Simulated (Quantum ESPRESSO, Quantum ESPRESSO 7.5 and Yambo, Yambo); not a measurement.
**Gap slopes of CdF2 (Fm-3m) from G0W0 (hydrostatic strain)**

Does PBE give the same change of gap under hydrostatic strain as G0W0? The case is CdF2 (Fm-3m).

Program: Quantum ESPRESSO 7.5 and Yambo 5.3.0. Level of theory: PBE and many-body steps on it, plane waves. Results are calculated unless marked as measured.

### 1. The starting structure

It takes space group Fm-3m (No. 225, cubic). The conventional cell has a = 5.388 Å, b = 5.388 Å, c = 5.388 Å, α = 90.00°, β = 90.00°, γ = 90.00°. Cd has 8 F at 2.33 Å nearest. Nearest to F lie 4 Cd at 2.33 Å. Farther neighbours and most contacts between anions are not listed.

The cell and positions come from the Crystallography Open Database and are kept as given unless a step says otherwise.

### 2. Ground state

This step: Quantum ESPRESSO 7.5; DFT, PBE, plane waves, norm-conserving pseudopotentials.

The ground-state density comes first.

Contents of pw.in:

```
&control
  calculation = 'scf'
  prefix = 'x'
  outdir = 'o'
  pseudo_dir = 'pseudo'
  tprnfor = .true.
  tstress = .true.
/
&system
  ibrav = 0
  nat = 3
  ntyp = 2
  ecutwfc = 94.0
  nbnd = 22
  force_symmorphic = .true.
/
&electrons
  conv_thr = 1e-10
  electron_maxstep = 80
  mixing_beta = 0.5
/
ATOMIC_SPECIES
  Cd 112.41 Cd.upf
  F 18.998 F.upf
CELL_PARAMETERS angstrom
  0.0000000000 2.6940000000 2.6940000000
  2.6940000000 -0.0000000000 2.6940000000
  2.6940000000 2.6940000000 -0.0000000000
ATOMIC_POSITIONS crystal
  Cd 0.0000000000 0.0000000000 0.0000000000
  F 0.2500000000 0.2500000000 0.2500000000
  F 0.7500000000 0.7500000000 0.7500000000
K_POINTS automatic
  6 6 6 0 0 0
```

Run with:

```console
$ OMP_NUM_THREADS=1 mpirun -n 8 pw.x -nk 8 -in pw.in > pw.out
```

What it wrote:

```text
Program PWSCF v.7.5 starts

     This program is part of the open-source Quantum ESPRESSO suite
     for quantum simulation of materials; please cite
         "P. Giannozzi et al., J. Phys.:Condens. Matter 21 395502 (2009);
         "P. Giannozzi et al., J. Phys.:Condens. Matter 29 465901 (2017);
         "P. Giannozzi et al., J. Chem. Phys. 152 154105 (2020);
     in publications or presentations arising from this work. More details at
     Message from routine setup:
[...]
total   stress  (Ry/bohr**3)                   (kbar)     P=       48.52
   0.00032982  -0.00000000  -0.00000000           48.52       -0.00       -0.00
  -0.00000000   0.00032982  -0.00000000           -0.00       48.52       -0.00
  -0.00000000  -0.00000000   0.00032982           -0.00       -0.00       48.52

     XML data file, charge density, pseudopotentials, collected wavefunctions

=------------------------------------------------------------------------------=
   JOB DONE.
=------------------------------------------------------------------------------=
[key lines of the parts left out:]
!    total energy              =    -449.42453169 Ry
convergence has been achieved in  10 iterations
```

It took 4.9 s on 8 MPI ranks of Arm Neoverse V2, shared host; peak memory 0.54 GiB; 36 s of CPU time.

Numbers from this step:

* total energy: -6114.7323 eV
* gap: 3.143 eV
* k of the valence top: 0.1667, -0.5, -0.3333
* k of the conduction bottom: 0, 0, 0
* least direct gap: 3.619 eV
* pressure: 4.852 GPa

The gap is indirect, with the least direct gap 0.48 eV higher. The pressure of 5 GPa says that this functional would expand the cell; it is kept.

### 3. Empty states on the mesh, 4×4×4 mesh, 180 bands

The sums over transitions need many empty states on a uniform mesh; this step solves for them.

pw.in: that of step 2 with these lines changed.

```diff
@@ -1,3 +1,3 @@
 &control
-  calculation = 'scf'
+  calculation = 'nscf'
   prefix = 'x'
@@ -5,4 +5,2 @@
   pseudo_dir = 'pseudo'
-  tprnfor = .true.
-  tstress = .true.
 /
@@ -13,3 +11,3 @@
   ecutwfc = 94.0
-  nbnd = 22
+  nbnd = 180
   force_symmorphic = .true.
@@ -17,5 +15,6 @@
 &electrons
-  conv_thr = 1e-10
+  conv_thr = 1e-9
   electron_maxstep = 80
-  mixing_beta = 0.5
+  diago_full_acc = .true.
+  diago_thr_init = 5e-6
 /
@@ -33,2 +32,2 @@
 K_POINTS automatic
-  6 6 6 0 0 0
+  4 4 4 0 0 0
```

Run with:

```console
$ OMP_NUM_THREADS=1 mpirun -n 8 pw.x -nk 4 -in pw.in > pw.out
```

What it wrote:

```text
[banner, memory and clock lines left out]
Program PWSCF v.7.5 starts

     Atomic positions and unit cell read from directory:
     o/x.save/

     Message from routine setup:
     using ibrav=0 with symmetry is DISCOURAGED, use correct ibrav instead

     bravais-lattice index     =            0
     lattice parameter (alat)  =       7.1997  a.u.
     unit-cell volume          =     263.8878 (a.u.)^3
     number of atoms/cell      =            3
     number of atomic types    =            2
     number of electrons       =        34.00
[...]
[... 11 further rows ...]
[...]
150.3776 152.2182 152.2182 153.9163

          k =-0.3536-0.3536 0.3536 (  4092 PWs)   bands (ev):

[...]
77.7756  78.0206  79.5497  79.5497  79.7154  79.7154  80.7871  80.7871
     [... 11 further rows ...]
   142.6400 143.2548 143.2548 145.9304 146.2468 146.2468 147.8969 147.8969
   148.9537 150.3201 150.3201 152.0200

          k = 0.3536 0.0000 0.0000 (  4064 PWs)   bands (ev):

     [... further k-points ...]

     highest occupied, lowest unoccupied level (ev):     6.5299    9.6539

     XML data file, pseudopotentials, collected wavefunctions
```

Run time: 11 s. Hardware: 8 MPI ranks; peak memory 0.64 GiB.

Numbers from this step:

* gap: 3.124 eV
* k of the valence top: 0.25, -0.5, -0.25
* k of the conduction bottom: 0, 0, 0
* least direct gap: 3.619 eV
* k points computed: 8
* lowest point of the top converged band, above the valence top: 141.0797 eV

On this mesh the gap is 3.124 eV.

### 4. Conversion and set-up

This step: Yambo 5.3.0; conversion and set-up on PBE, plane waves, norm-conserving pseudopotentials.

The states are converted to the many-body program's format and the q mesh is built.

Run with:

```console
$ (cd o/x.save; p2y > p2y.log; mv SAVE ../..); yambo > setup.log
```

What it wrote:

```text
 Yambo, version 5.3.0

 [02] CORE Variables Setup
 =========================

  [02.01] Unit cells
  ==================

  Cell kind             :  FCC
  Atoms in the cell     :  Cd  F
  number of Cd atoms    :  1
  number of F  atoms    :  2

  List of atomic masses
  Mass of Cd    :  112.4100
  Mass of F     :  18.99800

  List of atomic coordinates    : [cc]
  Cd1       :  0.000000  0.000000  0.000000  order 1
  F1       :  2.545461  2.545461  2.545461  order 2
  F2       :  7.636383  7.636383  7.636383  order 3

  Alat factors          :  5.090922  5.090922  5.090922 [a.u.]
[...]
==========================================

 IBZ Q-points                                      :   8
 BZ  Q-points                                      :   64

 K/Q-points units:
 rlu = crystal or reduced units; cc = cartesian coordinates; iku = interal k-units

 Q [1]          [rlu]:  0.000000  0.000000  0.000000
 Q [2]          [rlu]: -0.36046E-16 -0.36046E-16  0.25000
 Q [3]          [rlu]:  0.72092E-16  0.72092E-16 -0.50000
[...]
Q [7]          [rlu]:  0.13177E-16 -0.50000     -0.50000
 Q [8]          [rlu]:  0.250000 -0.500000 -0.250000

  [03.01] X indexes
  =================

   [03.01.01] Sigma indexes
   ========================

 [06] Game Over & Game summary
```

The job ended after 3.4 s (1 MPI rank; peak memory 0.25 GiB).

### 5. G0W0, strain +0 %

G0W0 replaces the xc potential by the self-energy, built once from these orbitals. Only a window of levels is corrected, while the sums run over the empty bands that the input names.

This step: G0W0 on PBE, plane waves, norm-conserving pseudopotentials.

Contents of gw1.in:

```
HF_and_locXC
gw0
dyson
ppa
em1d
rim_cut
RandQpts= 1000000
RandGvec= 1 RL
EXXRLvcs= 94 Ry
VXCRLvcs= 376 Ry
Chimod= "HARTREE"
% BndsRnXp
 1 | 180 |
%
NGsBlkXp= 17 Ry
% LongDrXp
 1 | 1 | 1 |
%
% GbndRnge
 1 | 180 |
%
DysSolver= "n"
ExtendOut
PPAPntXp= 27.21138 eV
% QPkrange
 8 | 8 | 16 | 19 |
 1 | 1 | 16 | 19 |
%
```

Run with:

```console
$ OMP_NUM_THREADS=1 mpirun -n 8 yambo -F gw1.in -J gw1 -C gw1 > gw1.log
```

What it wrote:

```text
 Yambo, version 5.3.0

 [02] CORE Variables Setup
 =========================

  [... cell, symmetries and grids as in the set-up ...]

  [02.05] Energies & Occupations
  ==============================

  [X] === General ===
  [X] Electronic Temperature                        :  0.000000  0.000000 [eV K]
  [X] Bosonic    Temperature                        :  0.000000  0.000000 [eV K]
  [X] Finite Temperature mode                       : no
  [X] El. density                                   :  0.86947E+24 [cm-3]
  [X] Fermi Level                                   :  6.529877 [eV]

  [X] === Gaps and Widths ===
  [X] Conduction Band Min                           :  3.124002 [eV]
  [X] Valence Band Max                              :  0.000000 [eV]
  [X] Filled Bands                                  :  17
  [X] Empty Bands                                   :   18  180
  [X] Direct Gap                                    :  3.619370 [eV]
  [X] Direct Gap localized at k                     :  1
  [X] Indirect Gap                                  :  3.124002 [eV]
  [X] Indirect Gap between kpts                     :   8   1
  [X] Last valence band width                       :  0.495368 [eV]
  [X] 1st conduction band width                     :  4.976966 [eV]

 [03] Transferred momenta grid and indexing
 ==========================================

 IBZ Q-points                                      :   8
 BZ  Q-points                                      :   64

 K/Q-points units:
 rlu = crystal or reduced units; cc = cartesian coordinates; iku = interal k-units

 Q [1]          [rlu]:  0.000000  0.000000  0.000000
 Q [2]          [rlu]: -0.36046E-16 -0.36046E-16  0.25000
 Q [3]          [rlu]:  0.72092E-16  0.72092E-16 -0.50000
[...]
Q [7]          [rlu]:  0.13177E-16 -0.50000     -0.50000
 Q [8]          [rlu]:  0.250000 -0.500000 -0.250000

 [04] Coloumb potential Random Integration (RIM)
 ===============================================

  [04.01] RIM initialization
  ==========================

  * Diagonal components only detected *

  8 x (sBL volume)        :  0.117498 [a.u.]
  sBZ random points       :  1000000
  Points outside the sBZ  :   7968281
  RL volume               :  0.939984 [a.u.]
  Integrated volume       :  0.943725 [a.u.]

  [04.02] RIM integrals
  =====================

  Gamma point sphere radius             :  0.088844 [a.u.]
  Points outside the sphere             :   800476
  [Int_sBZ(q=0) 1/q^2]*(Vol_sBZ)^(-1/3) =:  7.776341
                                 should be <:  7.795600

  Summary of Coulomb integrals for non-metallic bands |Q|[au] RIM/Bare

  Q [1] 0.100000E-4 0.997530 * Q [2] 0.267211 1.068862
  Q [4] 0.308548 1.067204 * Q [6] 0.436353 1.029264
  Q [5] 0.511670 1.022872 * Q [3] 0.534422 1.020326
  Q [7] 0.617097 1.017560 * Q [8] 0.689935 1.014592

 [05] Dipoles
 ============

  [05.01] Setup: observables and procedures
[...]
QP @ state[ 2 ] b range:  16  19

 [xc] Functional : Perdew, Burke & Ernzerhof(X)+Perdew, Burke & Ernzerhof(C)
 [xc] LIBXC used to calculate xc functional
  PP Number of Atomic Species                      :  2
  NLCC RL compoments                               :   32647
  PP Number of Atomic Species                      :  2
  NLCC RL compoments                               :   32647

 [xc] E_xc :  -24.65861 [Ha]
      E_xc :  -49.31721 [Ry]

  Local XC kind (lXC) : Perdew, Burke & Ernzerhof(X)+Perdew, Burke & Ernzerhof(C)
  Non-Local XC kind (nlXC) : Hartree-Fock

  Corrections @ K [1] :  [eV]
 <16|nlXC|16> = -32.30952  0.12864E-16 <16|lXC|16> = -24.99307  0.70812E-16
 <17|nlXC|17> = -32.30952 -0.52649E-17 <17|lXC|17> = -24.99307 -0.59038E-16
 <18|nlXC|18> = -7.995134  0.67103E-18 <18|lXC|18> = -12.40280 -0.37762E-15
[...]
Corrections @ K [8] :  [eV]
[...]
<18|nlXC|18> = -10.76548 -0.46529E-18 <18|lXC|18> = -16.75171  0.18881E-15
 <19|nlXC|19> = -6.369104 -0.12376E-17 <19|lXC|19> = -10.95815  0.47207E-16

  [07.01] Hartree-Fock occupations report
  =======================================

  [Hartree-Fock] === General ===
  [Hartree-Fock] Electronic Temperature             :  0.000000  0.000000 [eV K]
  [Hartree-Fock] Bosonic    Temperature             :  0.000000  0.000000 [eV K]
  [Hartree-Fock] Finite Temperature mode            : no
  [Hartree-Fock] El. density                        :  0.86947E+24 [cm-3]
  [Hartree-Fock] Fermi Level                        :  6.529877 [eV]

  [Hartree-Fock] === Gaps and Widths ===
  [Hartree-Fock] Conduction Band Min                :  4.990531 [eV]
  [Hartree-Fock] Valence Band Max                   : -0.088828 [eV]
  [Hartree-Fock] Filled Bands                       :  17
  [Hartree-Fock] Empty Bands                        :   18  180
  [Hartree-Fock] Direct Gap                         :  5.439233 [eV]
  [Hartree-Fock] Direct Gap localized at k          :  2
  [Hartree-Fock] Indirect Gap                       :  5.079359 [eV]
  [Hartree-Fock] Indirect Gap between kpts          :   7   2
  [Hartree-Fock] Last valence band width            :  7.722994 [eV]
  [Hartree-Fock] 1st conduction band width          :  9.096662 [eV]

 [08] Dyson equation: Newton solver
 ==================================

  [08.01] G0W0 (W PPA)
  ====================

  [  GW  ] Bands range     :    1  180
  [GW/PPA] G damping       :  0.100000 [eV]

  QP @ state[ 1 ] K range:  1  1
  QP @ state[ 1 ] b range:  16  19
  QP @ state[ 2 ] K range:   8   8
  QP @ state[ 2 ] b range:  16  19

   Sc/G bands                                       :    1  180
   Sc/G damping                                     :  0.100000 ev
   Sc bands terminator                              : no
   Sx RL components                                 :   4111

   QP @ state[ 1 ] K range                          :  1  1
   QP @ state[ 1 ] b range                          :  16  19
   QP @ state[ 2 ] K range                          :   8   8
   QP @ state[ 2 ] b range                          :  16  19
   GF energies kind                                 : Perdew, Burke & Ernzerhof(X)+Perdew, Burke & Ernzerhof(C)
   GF WF`s kind                                     : Perdew, Burke & Ernzerhof(X)+Perdew, Burke & Ernzerhof(C)
   Xs energies kind                                 : Perdew, Burke & Ernzerhof(X)+Perdew, Burke & Ernzerhof(C)
   Xs WF`s kind                                     : Perdew, Burke & Ernzerhof(X)+Perdew, Burke & Ernzerhof(C)

 [11] Game Over & Game summary
```

It took 2.6 min on 8 MPI ranks; peak memory 3.6 GiB.

This step gave:

```
G0W0 gap on the points computed              : 5.387 eV
starting gap on the mesh                     : 3.124 eV
k of the valence top                         : 0.25, -0.5, -0.25
k of the conduction bottom                   : 0, 0, 0
least direct G0W0 gap on the computed points : 6.148 eV
Z at the valence top                         : 0.7943
Z at the conduction bottom                   : 0.8686
```

The gap on the mesh goes from 3.12 eV to 5.39 eV, a correction of +2.26 eV.

### 6. G0W0, strain -1 %

The cell differs from the one that the last finished run ended in (a 3.810 → 3.772 Å, b 3.810 → 3.772 Å, c 3.810 → 3.772 Å).

gw2.in, as its differences from gw1.in of step 5:

```diff
@@ -14,3 +14,3 @@
 %
-NGsBlkXp= 17 Ry
+NGsBlkXp= 339 RL
 % LongDrXp
```

Run with:

```console
$ OMP_NUM_THREADS=1 mpirun -n 8 yambo -F gw2.in -J gw2 -C gw2 > gw2.log
```

What it wrote:

```text
 Yambo, version 5.3.0

 [02] CORE Variables Setup
 =========================

  [... cell, symmetries and grids as in the set-up ...]

  [02.05] Energies & Occupations
  ==============================

  [X] === General ===
  [X] Electronic Temperature                        :  0.000000  0.000000 [eV K]
  [X] Bosonic    Temperature                        :  0.000000  0.000000 [eV K]
  [X] Finite Temperature mode                       : no
  [X] El. density                                   :  0.89609E+24 [cm-3]
[...]
QP @ state[ 1 ] b range                          :  16  19
   QP @ state[ 2 ] K range                          :   8   8
   QP @ state[ 2 ] b range                          :  16  19
   GF energies kind                                 : Perdew, Burke & Ernzerhof(X)+Perdew, Burke & Ernzerhof(C)
   GF WF`s kind                                     : Perdew, Burke & Ernzerhof(X)+Perdew, Burke & Ernzerhof(C)
   Xs energies kind                                 : Perdew, Burke & Ernzerhof(X)+Perdew, Burke & Ernzerhof(C)
   Xs WF`s kind                                     : Perdew, Burke & Ernzerhof(X)+Perdew, Burke & Ernzerhof(C)

 [11] Game Over & Game summary
```

It took 2.8 min on 8 MPI ranks; peak memory 3.5 GiB.

Numbers from this step:

```yaml
g0w0_gap_on_the_points_computed: 5.533 eV
starting_gap_on_the_mesh: 3.235 eV
k_of_the_valence_top: 0.25, -0.5, -0.25
k_of_the_conduction_bottom: 0, 0, 0
least_direct_g0w0_gap_on_the_computed_points: 6.258 eV
```

The gap on the mesh goes from 3.24 eV to 5.53 eV, a correction of +2.30 eV.

Ground state, empty states and screening of this cell were made anew, as for the first cell; those steps are not shown. 

[end of part 1 of 2]

[Paths, hosts, dates, memory and timing lines, banners, echoed tables and standing remarks are left out of the program output.]

[Logs are printed without paths, hosts, clocks, repeated set-up lines and the standing remarks that a program may print on its own settings, such as how far it seeks lower states.]

[Runs of the session that timed out or met a known fault of the program may be left out.]

[Hosts, paths, dates, database ids (printed as entryN), source tags and the programs' standing remarks are cut or masked in the printed files.]
